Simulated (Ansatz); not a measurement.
# The Mo2N(OH)2 MXene monolayer between two gates, part 2 of 4

Wanted: Fermi level and gate voltage of the Mo2N(OH)2 MXene monolayer as it is charged.

Ansatz 0.2.0; plane-wave DFT, PBE-D3(BJ), Ansatz PAW.

So far. Step 2 (Relaxation): The lattice constant a goes from 2.953 to 2.806 Å.

### 3. Gated layer, added electrons 0, start network

The slab is cut off from its images along the normal. A charged sheet stands for each gate, the layer takes the opposite charge, and a barrier ahead of the sheet keeps electrons from leaking to it. The uncharged case sets the zero; a dense mesh is needed because few carriers fill a small part of the zone.

The cell differs from the one that the last finished run ended in (c 44.152 → 44.317 Å).

input.yaml

```yaml
crystal:
  lattice:
    - [2.8061126111, 0.0, 0.0]
    - [-1.4030563056, 2.4301648071, 0.0]
    - [0.0, 0.0, 44.3166004176]
  atoms:
    - { symbol: H, position: [0.3333333333, 0.6666666667, 0.4129378117] }
    - { symbol: O, position: [0.3333333333, 0.6666666667, 0.4350170333] }
    - { symbol: Mo, position: [0.6666666667, 0.3333333333, 0.4673518008] }
    - { symbol: "N", position: [0.0, 0.0, 0.5] }
    - { symbol: Mo, position: [0.3333333333, 0.6666666667, 0.5326481992] }
    - { symbol: O, position: [0.6666666667, 0.3333333333, 0.5649829667] }
    - { symbol: H, position: [0.6666666667, 0.3333333333, 0.5870621883] }
  periodic: [true, true, false]
  symmetry: { detect: true }
kpoints:
  mp_grid: { grid: [42, 42, 1] }
  band_path:
    path: [[0, 0, 0], [0.5, 0, 0], [0.33333333, 0.33333333, 0], [0, 0, 0]]
    npoints: 16
hamiltonian:
  xc: pbe
  dispersion: d3bj
scf:
  occupations: { method: fermi_dirac, width: 0.05 }
  convergence: { dr2_threshold: 1.0e-10 }
output:
  forces: true
  eigenvalues: true
  dos: { projected: true, e_range: [-3, 3], de: 0.01 }
  write_potential: true
  write_density: true
  volumetric_format: npy
  elf: true
external_charges:
  - { charge: 0, barrier: 10, axis: 3, height: 30.517, sigma: 0.25 }
  - { charge: 0, barrier: 10, axis: 3, height: 13.8, sigma: 0.25 }
```

The run is started by

```
ansatz run input.yaml --threads 4 --pin off --max-ram 12288MiB --backend cpu --events-out ev --progress --plain --runs-dir out
```

Numbers of over 12 decimals in the logs are rounded to 6 here.

The program printed:

```text
[...]
Crystal: 7 atoms, lattice volume = 302.209 Å³
Basis set: ecut = 420 eV, 5969 PW (Γ), exchange–correlation on 40×40×600 points (8 copies of the dense FFT grid, shifted against one another)
Bands: 31, of which v1, the nominal top of the filled ones, is band 24 counted from 1 (23 counted from 0)
Symmetry: 6 space group operations
k-points: 169 of 1764 (time reversal used)
[...]
SCF iter   1: F=—  HF=-11463.604802 eV  |F-HF|=—  |Δ(HF+E_count)|=         —  Δρ=5.63e-3  dr2=6.92e-1  ethr=1.77e-3  ⟨swp⟩=15.1  Hψ=44136  notcnv=0
[...]
SCF iter  12: F=-11463.570653 eV  HF=-11463.570653 eV  |F-HF|=1.06e-10  |Δ(HF+E_count)|=  4.37e-10  Δρ=5.17e-8  dr2=5.96e-12  ethr=1.00e-12  ⟨swp⟩=22.6  Hψ=51789  notcnv=0
SCF 1 converged in 12 iterations: F = -11463.570653 eV  dr2 = 5.96e-12
[...]
NSCF: frozen V_eff on 49 k-points
[...]
SCF converged after 12 iterations
Free energy (F): -11463.570653 eV
[...]
Internal energy: -11463.548681 eV  (E = F + TS)
E sigma→0 (E₀):  -11463.559667 eV
Entropy (-TS):   -0.021972 eV (-3.139 meV/atom)
Fermi energy:    -2.183647 eV
[...]
--- Forces (eV/Å), atoms and charges each counted from 1 ---
  atom   1  H     -0.00000000     0.00000000    -0.00088868
  atom   2  O     -0.00000000     0.00000000    -0.02942475
  atom   3  Mo    -0.00000000     0.00000000     0.04372259
  atom   4  N     -0.00000000     0.00000000    -0.00000152
  atom   5  Mo     0.00000000    -0.00000000    -0.04371923
  atom   6  O      0.00000000    -0.00000000     0.02942669
  atom   7  H      0.00000000    -0.00000000     0.00088651
  external charge   1     0.00000000     0.00000000     0.00258629
  external charge   2     0.00000000     0.00000000    -0.00258771
  max |Σ_I F_I| component, the external charges' with the atoms': 1.99e-7 eV/Å
--- Band table (eV; the first three rows and the last of 169) ---
  k-point 0: bands = [... 20 lower, -5.5039, -3.5327, -3.4877, -3.4877, -2.4533, -2.4533, -2.3194, -2.2885, ... 3 higher]
  k-point 1: bands = [... 20 lower, -5.5179, -3.5889, -3.4745, -3.4453, -2.4647, -2.4418, -2.3029, -2.2835, ... 3 higher]
  k-point 2: bands = [... 20 lower, -5.5580, -3.6845, -3.4352, -3.3917, -2.5003, -2.4076, -2.2712, -2.2475, ... 3 higher]
  k-point 168: bands = [... 20 lower, -3.2003, -2.6663, -2.6663, -2.3378, -1.1118, -1.1118, 0.5239, 0.5239, ... 3 higher]
```

It took 60 s on 4 threads of Arm Neoverse V2, shared host; peak memory 1.4 GiB.

This step gave:

* energy at zero smearing: -11463.5597 eV
* potential beyond the upper barrier and gate, less the barrier, from the Fermi level: 2.184 eV

Running mean over a fixed 2.5 Å (it still follows the layers) of the planar mean; beyond a gate it holds the 10 eV model barrier. Electron's electrostatic potential energy less the Fermi level against z:

```csv
z (Å),electron's electrostatic potential energy less the Fermi level (eV)
4,12.2
5,12.2
6,12.2
7,12.2
8,12.2
9,12.2
10,12.2
11,12.2
12,12.2
13,10.4
14,6.38
15,2.67
16,1.96
17,1.06
18,-1.20
19,-5.50
20,-13.7
21,-14.9
22,-12.5
23,-14.9
24,-14.5
25,-8.19
26,-2.40
27,0.533
28,1.82
29,2.19
30,5.11
31,9.11
32,12.1
33,12.2
34,12.2
35,12.2
36,12.2
37,12.2
38,12.2
39,12.2
40,12.2
```

The density of states has structure finer than the step of the table below, so its rows give means over 0.1 eV, whole bins alone (the curve runs from -3 to 1.99 eV). Peaks (eV: height): -2.19: 4.48, -1.05: 3.88, 1.45: 10.7, 1.72: 5.42.

Table of density of states by energy, zero at the Fermi level; means over each step:

```csv
energy (eV),density of states (states/eV a cell)
-2.9,0.811
-2.8,0.736
-2.7,0.665
-2.6,1.14
-2.5,1.46
-2.4,1.48
-2.3,2.07
-2.2,3.38
-2.1,3.32
-2.0,2.11
-1.9,1.72
-1.8,1.50
-1.7,1.29
-1.6,1.18
-1.5,1.11
-1.4,1.74
-1.3,1.73
-1.2,2.15
-1.1,2.81
-1.0,3.09
-0.9,2.26
-0.8,2.34
-0.7,2.04
-0.6,1.89
-0.5,2.18
-0.4,2.68
-0.3,2.18
-0.2,2.19
-0.1,2.83
0.0,2.69
0.1,2.56
0.2,2.51
0.3,2.53
0.4,2.58
0.5,2.55
0.6,2.55
0.7,2.54
0.8,2.56
0.9,2.66
1.0,3.55
1.1,4.03
1.2,4.49
1.3,5.31
1.4,7.27
1.5,6.64
1.6,4.72
1.7,4.75
1.8,3.72
1.9,2.81
```

Projected DOS per atom over height of the atomic layer and energy from the Fermi level. Layers: H O Mo N Mo O H from below.

Values in states/eV, 22 rows by 7 columns, each cell a mean:
```
0.13 0.16 1.00 0.18 1.00 0.16 0.13
0.16 0.26 1.69 0.17 1.69 0.26 0.16
0.17 0.40 2.56 0.12 2.56 0.40 0.17
0.14 0.24 1.71 0.09 1.71 0.24 0.14
0.13 0.16 1.18 0.07 1.18 0.16 0.13
0.14 0.12 0.86 0.07 0.86 0.12 0.14
0.15 0.12 0.84 0.07 0.84 0.12 0.15
0.15 0.12 0.81 0.08 0.81 0.12 0.15
0.15 0.13 0.85 0.09 0.85 0.13 0.15
0.08 0.11 0.92 0.12 0.92 0.11 0.08
0.03 0.09 0.98 0.16 0.98 0.09 0.03
0.03 0.09 0.78 0.16 0.78 0.09 0.03
0.03 0.08 0.91 0.28 0.91 0.08 0.03
0.02 0.09 1.13 0.34 1.13 0.09 0.02
0.01 0.09 0.69 0.19 0.69 0.09 0.01
0.01 0.06 0.46 0.13 0.46 0.06 0.01
0.01 0.07 0.54 0.15 0.54 0.07 0.01
0.02 0.09 0.83 0.23 0.83 0.09 0.02
0.04 0.12 1.22 0.35 1.22 0.12 0.04
0.01 0.05 0.58 0.25 0.58 0.05 0.01
0.01 0.04 0.32 0.14 0.32 0.04 0.01
0.01 0.05 0.28 0.12 0.28 0.05 0.01
```
Columns: height of the atomic layer (Å) from 18.3 to 26.0 (not evenly spaced); rows upwards: energy from the Fermi level (eV) from -2.98 to 1.97.

The electronic bands at the labelled points (eV, zero at the Fermi level):

```csv
point,band 21,band 22,band 23,band 24,band 25,band 26,band 27,band 28
Γ,-3.32,-1.35,-1.30,-1.30,-0.27,-0.27,-0.14,-0.10
halfway,-3.61,-2.13,-0.73,-0.42,0.11,0.82,1.02,1.24
M,-3.96,-2.62,1.48,1.61,2.27,2.51,2.79,2.92
halfway,-2.80,-1.81,0.90,1.05,1.44,1.55,2.54,2.62
K,-1.02,-0.48,-0.48,-0.15,1.07,1.07,2.71,2.71
halfway,-2.35,-2.29,-1.36,-0.84,0.71,1.12,1.37,1.81
Γ,-3.32,-1.35,-1.30,-1.30,-0.27,-0.27,-0.14,-0.10
```

Valence density in the ca plane at fractional y = 0.333, with atoms of Mo and O and H within 0.2 Å of it. It is the smooth field of the valence electrons, not physical close to the nuclei.

Ten steps, logarithmic in the rise over the least value, from '0' (0.0 e/Å³) to '9' (7.0 e/Å³), each cell a mean:
```
00000000000000000000012334787543334444565421
00000000000000000000001236999743223335898652
00000000000000000000001247999852223335899763
00000000000000000000011236899743223335798642
00000000000000000000112334677543334444565321
00000000000000000000123443444444445654332110
00000000000000000000124443333445545664221100
00000000000000000000123443454444445654333210
```
Columns run along c (16.0 Å, from fractional 0.24 to 0.60 of the cell), rows up along a (2.8 Å). Atoms in or near the plane, at fractional coordinates: Mo at (0.47, 0.67), O at (0.56, 0.67), H at (0.59, 0.67).

Electrostatic potential energy in the ca plane at fractional y = 0.333, with atoms of Mo and O and H within 0.2 Å of it. With pseudopotentials it is smooth inside the atoms' cores, unlike the true potential.

Ten even steps from '0' (-59 eV) to '9' (10 eV), each cell a mean:
```
88888875212578877677657778888888888899999999
88888862000368887776213447888888888899999999
88888862000268888775101116888888888899999999
88888873000378887776323557888888888899999999
88888876323678876667767888888888888899999999
88888887666777765457788888888888888899999999
88888887777777764346788888888888888899999999
88888877666777775457788888888888888899999999
```
Columns run along c (16.0 Å, from fractional 0.40 to 0.76 of the cell; values clipped at the 3rd and 97th percentile), rows up along a (2.8 Å). Atoms in or near the plane, at fractional coordinates: Mo at (0.47, 0.67), O at (0.56, 0.67), H at (0.59, 0.67).

ELF in the ca plane at fractional y = 0.333, with atoms of Mo and O and H within 0.2 Å of it. It is the smooth field of the valence electrons, not physical close to the nuclei.

Values, 5 rows by 16 columns, each cell a mean:
```
0.04 0.14 0.27 0.65 0.26 0.20 0.23 0.70 0.70 0.33 0.09 0.12 0.03 0.00 0.00 0.00
0.02 0.04 0.44 0.57 0.35 0.15 0.28 0.56 0.86 0.57 0.10 0.13 0.04 0.00 0.00 0.00
0.04 0.14 0.27 0.65 0.26 0.20 0.23 0.70 0.70 0.33 0.09 0.12 0.03 0.00 0.00 0.00
0.14 0.46 0.39 0.27 0.49 0.36 0.40 0.22 0.14 0.04 0.09 0.12 0.03 0.00 0.00 0.00
0.14 0.47 0.39 0.27 0.49 0.36 0.40 0.22 0.14 0.04 0.09 0.12 0.03 0.00 0.00 0.00
```
Columns run along c (16.0 Å, from fractional 0.40 to 0.76 of the cell), rows up along a (2.8 Å). Atoms in or near the plane, at fractional coordinates: Mo at (0.47, 0.67), O at (0.56, 0.67), H at (0.59, 0.67).

There is no gap.

### 4. Gated layer, added electrons 0.5×10¹³ per cm², start atoms

input.yaml, the sections that differ from step 3:

```yaml
total_charge: -0.00341
kpoints:
  mp_grid: { grid: [42, 42, 1] }
output:
  forces: true
  eigenvalues: true
  write_potential: true
  write_density: true
  volumetric_format: npy
external_charges:
  - { charge: 0, barrier: 10, axis: 3, height: 30.517, sigma: 0.25 }
  - { charge: 0.001705, axis: 3, height: 32.017, sigma: 0.5 }
  - { charge: 0, barrier: 10, axis: 3, height: 13.8, sigma: 0.25 }
  - { charge: 0.001705, axis: 3, height: 12.3, sigma: 0.5 }
# crystal, hamiltonian, scf: as in step 3
```

The program printed:

```text
[...]
Crystal: 7 atoms, lattice volume = 302.209 Å³
Basis set: ecut = 420 eV, 5969 PW (Γ), exchange–correlation on 40×40×600 points (8 copies of the dense FFT grid, shifted against one another)
Bands: 31, of which v1, the nominal top of the filled ones, is band 24 counted from 1 (23 counted from 0)
Symmetry: 6 space group operations
k-points: 169 of 1764 (time reversal used)
[...]
SCF iter   1: F=—  HF=-11471.031650 eV  |F-HF|=—  |Δ(HF+E_count)|=         —  Δρ=8.74e-2  dr2=2.83e1  ethr=3.10e-3  ⟨swp⟩=17.1  Hψ=47719  notcnv=0  defer=1
[...]
SCF iter  14: F=-11463.577860 eV  HF=-11463.577860 eV  |F-HF|=2.91e-10  |Δ(HF+E_count)|=  6.95e-10  Δρ=1.15e-7  dr2=4.38e-11  ethr=1.00e-12  ⟨swp⟩=24.0  Hψ=61897  notcnv=0
SCF 1 converged in 14 iterations: F = -11463.577860 eV  dr2 = 4.38e-11
[...]
SCF converged after 14 iterations
Free energy (F): -11463.577860 eV
[...]
Internal energy: -11463.555832 eV  (E = F + TS)
E sigma→0 (E₀):  -11463.566846 eV
Entropy (-TS):   -0.022027 eV (-3.147 meV/atom)
Fermi energy:    -2.031022 eV
[...]
--- Forces (eV/Å), atoms and charges each counted from 1 ---
  atom   1  H     -0.00000000     0.00000000    -0.00507306
  atom   2  O     -0.00000000     0.00000000    -0.01884523
  atom   3  Mo    -0.00000000     0.00000000     0.03673584
  atom   4  N     -0.00000000     0.00000000    -0.00000137
  atom   5  Mo     0.00000000    -0.00000000    -0.03673244
  atom   6  O      0.00000000    -0.00000000     0.01884746
  atom   7  H      0.00000000    -0.00000000     0.00506954
  external charge   1     0.00000000     0.00000000     0.00286753
  external charge   2     0.00000000     0.00000000    -0.00003842
  external charge   3     0.00000000     0.00000000    -0.00286907
  external charge   4     0.00000000     0.00000000     0.00003842
  max |Σ_I F_I| component, the external charges' with the atoms': 8.05e-7 eV/Å
--- Band table (eV; the first three rows and the last of 169) ---
  k-point 0: bands = [... 20 lower, -5.3486, -3.3790, -3.3341, -3.3341, -2.3000, -2.3000, -2.1769, -2.1462, ... 3 higher]
  k-point 1: bands = [... 20 lower, -5.3625, -3.4352, -3.3209, -3.2918, -2.3114, -2.2884, -2.1604, -2.1409, ... 3 higher]
  k-point 2: bands = [... 20 lower, -5.4027, -3.5307, -3.2816, -3.2382, -2.3471, -2.2542, -2.1279, -2.1048, ... 3 higher]
  k-point 168: bands = [... 20 lower, -3.0464, -2.5127, -2.5127, -2.1834, -0.9579, -0.9579, 0.6785, 0.6785, ... 3 higher]
```

Run time: 70 s. Hardware: 4 threads; peak memory 1.4 GiB; 4.6 min of CPU time.

This step gave:

```yaml
energy_at_zero_smearing: -11463.5668 eV
potential_beyond_the_upper_barrier_and_gate_less_the_barrier_from_the_fermi_level: 2.031 eV
```

Against the uncharged case this takes +0.15 V.

### 5. Gated layer, added electrons -0.5×10¹³ per cm², start atoms

input.yaml, as its differences from that of step 4:

```diff
@@ -15,3 +15,3 @@
   symmetry: { detect: true }
-total_charge: -0.00341
+total_charge: 0.00341
 kpoints:
@@ -32,4 +32,4 @@
   - { charge: 0, barrier: 10, axis: 3, height: 30.517, sigma: 0.25 }
-  - { charge: 0.001705, axis: 3, height: 32.017, sigma: 0.5 }
+  - { charge: -0.001705, axis: 3, height: 32.017, sigma: 0.5 }
   - { charge: 0, barrier: 10, axis: 3, height: 13.8, sigma: 0.25 }
-  - { charge: 0.001705, axis: 3, height: 12.3, sigma: 0.5 }
+  - { charge: -0.001705, axis: 3, height: 12.3, sigma: 0.5 }
```

The program printed:

```text
[...]
Crystal: 7 atoms, lattice volume = 302.209 Å³
Basis set: ecut = 420 eV, 5969 PW (Γ), exchange–correlation on 40×40×600 points (8 copies of the dense FFT grid, shifted against one another)
Bands: 31, of which v1, the nominal top of the filled ones, is band 23 counted from 1 (22 counted from 0)
Symmetry: 6 space group operations
k-points: 169 of 1764 (time reversal used)
[...]
--- Band table (eV; the first three rows and the last of 169) ---
  k-point 0: bands = [... 19 lower, -5.6606, -5.6606, -3.6877, -3.6427, -3.6427, -2.6080, -2.6080, -2.4631, ... 4 higher]
  k-point 1: bands = [... 19 lower, -5.6958, -5.6745, -3.7440, -3.6295, -3.6002, -2.6193, -2.5964, -2.4467, ... 4 higher]
  k-point 2: bands = [... 19 lower, -5.7884, -5.7146, -3.8396, -3.5901, -3.5466, -2.6548, -2.5622, -2.4158, ... 4 higher]
  k-point 168: bands = [... 19 lower, -8.4977, -3.3555, -2.8212, -2.8212, -2.4935, -1.2671, -1.2671, 0.3679, ... 4 higher]
[key lines of the parts left out:]
SCF converged after 16 iterations
Free energy (F): -11463.562966 eV
Fermi energy:    -2.337584 eV
```

Run time: 73 s. Hardware: 4 threads; peak memory 1.4 GiB; 4.8 min of CPU time.

Against the uncharged case this takes -0.15 V.

### 6. Gated layer, added electrons 2×10¹³ per cm², start atoms

input.yaml, as its differences from that of step 5:

```diff
@@ -15,3 +15,3 @@
   symmetry: { detect: true }
-total_charge: 0.00341
+total_charge: -0.013638
 kpoints:
@@ -32,4 +32,4 @@
   - { charge: 0, barrier: 10, axis: 3, height: 30.517, sigma: 0.25 }
-  - { charge: -0.001705, axis: 3, height: 32.017, sigma: 0.5 }
+  - { charge: 0.006819, axis: 3, height: 32.017, sigma: 0.5 }
   - { charge: 0, barrier: 10, axis: 3, height: 13.8, sigma: 0.25 }
-  - { charge: -0.001705, axis: 3, height: 12.3, sigma: 0.5 }
+  - { charge: 0.006819, axis: 3, height: 12.3, sigma: 0.5 }
```

The program printed:

```text
[...]
Crystal: 7 atoms, lattice volume = 302.209 Å³
Basis set: ecut = 420 eV, 5969 PW (Γ), exchange–correlation on 40×40×600 points (8 copies of the dense FFT grid, shifted against one another)
Bands: 31, of which v1, the nominal top of the filled ones, is band 24 counted from 1 (23 counted from 0)
Symmetry: 6 space group operations
k-points: 169 of 1764 (time reversal used)
[...]
--- Band table (eV; the first three rows and the last of 169) ---
  k-point 0: bands = [... 20 lower, -4.8903, -2.9254, -2.8806, -2.8806, -1.8475, -1.8475, -1.7561, -1.7259, ... 3 higher]
  k-point 1: bands = [... 20 lower, -4.9043, -2.9814, -2.8675, -2.8385, -1.8589, -1.8359, -1.7397, -1.7197, ... 3 higher]
  k-point 2: bands = [... 20 lower, -4.9447, -3.0767, -2.8282, -2.7850, -1.8950, -1.8016, -1.7050, -1.6833, ... 3 higher]
  k-point 168: bands = [... 20 lower, -2.5924, -2.0593, -2.0593, -1.7277, -0.5036, -0.5036, 1.1347, 1.1347, ... 3 higher]
[key lines of the parts left out:]
SCF converged after 14 iterations
Free energy (F): -11463.596645 eV
Fermi energy:    -1.580449 eV
```

The job ended after 70 s (4 threads; peak memory 1.4 GiB; 4.6 min of CPU time).

Against the uncharged case this takes +0.60 V.

### 7. Gated layer, added electrons -2×10¹³ per cm², start atoms

input.yaml, as its differences from that of step 6:

```diff
@@ -15,3 +15,3 @@
   symmetry: { detect: true }
-total_charge: -0.013638
+total_charge: 0.013638
 kpoints:
@@ -32,4 +32,4 @@
   - { charge: 0, barrier: 10, axis: 3, height: 30.517, sigma: 0.25 }
-  - { charge: 0.006819, axis: 3, height: 32.017, sigma: 0.5 }
+  - { charge: -0.006819, axis: 3, height: 32.017, sigma: 0.5 }
   - { charge: 0, barrier: 10, axis: 3, height: 13.8, sigma: 0.25 }
-  - { charge: 0.006819, axis: 3, height: 12.3, sigma: 0.5 }
+  - { charge: -0.006819, axis: 3, height: 12.3, sigma: 0.5 }
```

The program printed:

```text
[...]
Crystal: 7 atoms, lattice volume = 302.209 Å³
Basis set: ecut = 420 eV, 5969 PW (Γ), exchange–correlation on 40×40×600 points (8 copies of the dense FFT grid, shifted against one another)
Bands: 31, of which v1, the nominal top of the filled ones, is band 23 counted from 1 (22 counted from 0)
Symmetry: 6 space group operations
k-points: 169 of 1764 (time reversal used)
[...]
--- Band table (eV; the first three rows and the last of 169) ---
  k-point 0: bands = [... 19 lower, -6.1401, -6.1401, -4.1618, -4.1168, -4.1168, -3.0811, -3.0811, -2.9029, ... 4 higher]
  k-point 1: bands = [... 19 lower, -6.1752, -6.1540, -4.2184, -4.1036, -4.0742, -3.0924, -3.0695, -2.8864, ... 4 higher]
  k-point 2: bands = [... 19 lower, -6.2674, -6.1938, -4.3143, -4.0642, -4.0204, -3.1277, -3.0355, -2.8583, ... 4 higher]
  k-point 168: bands = [... 19 lower, -8.9802, -3.8304, -3.2952, -3.2952, -2.9702, -1.7421, -1.7421, -0.1091, ... 4 higher]
[key lines of the parts left out:]
SCF converged after 18 iterations
Free energy (F): -11463.536989 eV
Fermi energy:    -2.808506 eV
```

The job ended after 75 s (4 threads; peak memory 1.4 GiB).

Against the uncharged case this takes -0.62 V.

### 8. Gated layer, added electrons 6×10¹³ per cm²

input.yaml, the sections that differ from step 7:

```yaml
total_charge: -0.040916
kpoints:
  mp_grid: { grid: [42, 42, 1] }
  band_path:
    path: [[0, 0, 0], [0.5, 0, 0], [0.33333333, 0.33333333, 0], [0, 0, 0]]
    npoints: 16
output:
  forces: true
  eigenvalues: true
  dos: { projected: true, e_range: [-3, 3], de: 0.01 }
  write_potential: true
  write_density: true
  volumetric_format: npy
  elf: true
external_charges:
  - { charge: 0, barrier: 10, axis: 3, height: 30.517, sigma: 0.25 }
  - { charge: 0.020458, axis: 3, height: 32.017, sigma: 0.5 }
  - { charge: 0, barrier: 10, axis: 3, height: 13.8, sigma: 0.25 }
  - { charge: 0.020458, axis: 3, height: 12.3, sigma: 0.5 }
# crystal, hamiltonian, scf: as in step 7
```

The program printed:

```text
[...]
Crystal: 7 atoms, lattice volume = 302.209 Å³
Basis set: ecut = 420 eV, 5969 PW (Γ), exchange–correlation on 40×40×600 points (8 copies of the dense FFT grid, shifted against one another)
Bands: 31, of which v1, the nominal top of the filled ones, is band 24 counted from 1 (23 counted from 0)
Symmetry: 6 space group operations
k-points: 169 of 1764 (time reversal used)
[...]
--- Band table (eV; the first three rows and the last of 169) ---
  k-point 0: bands = [... 20 lower, -3.7159, -1.7617, -1.7174, -1.7174, -0.6863, -0.6863, -0.6752, -0.6460, ... 3 higher]
  k-point 1: bands = [... 20 lower, -3.7302, -1.8173, -1.7043, -1.6755, -0.6986, -0.6746, -0.6585, -0.6374, ... 3 higher]
  k-point 2: bands = [... 20 lower, -3.7710, -1.9120, -1.6651, -1.6222, -0.7361, -0.6401, -0.6196, -0.5989, ... 3 higher]
  k-point 168: bands = [... 20 lower, -1.4278, -0.8960, -0.8960, -0.5595, 0.6616, 0.6616, 2.3047, 2.3047, ... 3 higher]
[key lines of the parts left out:]
SCF converged after 16 iterations
Free energy (F): -11463.626618 eV
Fermi energy:    -0.423506 eV
```

Wall time 82 s (4 threads); peak memory 1.4 GiB.

Against the uncharged case this takes +1.76 V.

(Part 2 of 4 ends here.)

[Logs are printed without paths, hosts, clocks, repeated set-up lines and the standing remarks that a program may print on its own settings, such as how far it seeks lower states.]

[Hosts, paths, dates, database ids (printed as entryN), source tags and the programs' standing remarks are cut or masked in the printed files.]

[Maps of the electrostatic potential energy from Ansatz leave out the sawtooth potential of an applied field or a dipole correction, so their vacuum need not be flat; planar profiles and work functions include it.]

[The density of states shown here was stored with 400 of the rows of the run's finer table, so its peaks can read low, often by over a quarter, or be missed, and its means over a window can be off by a tenth or more.]
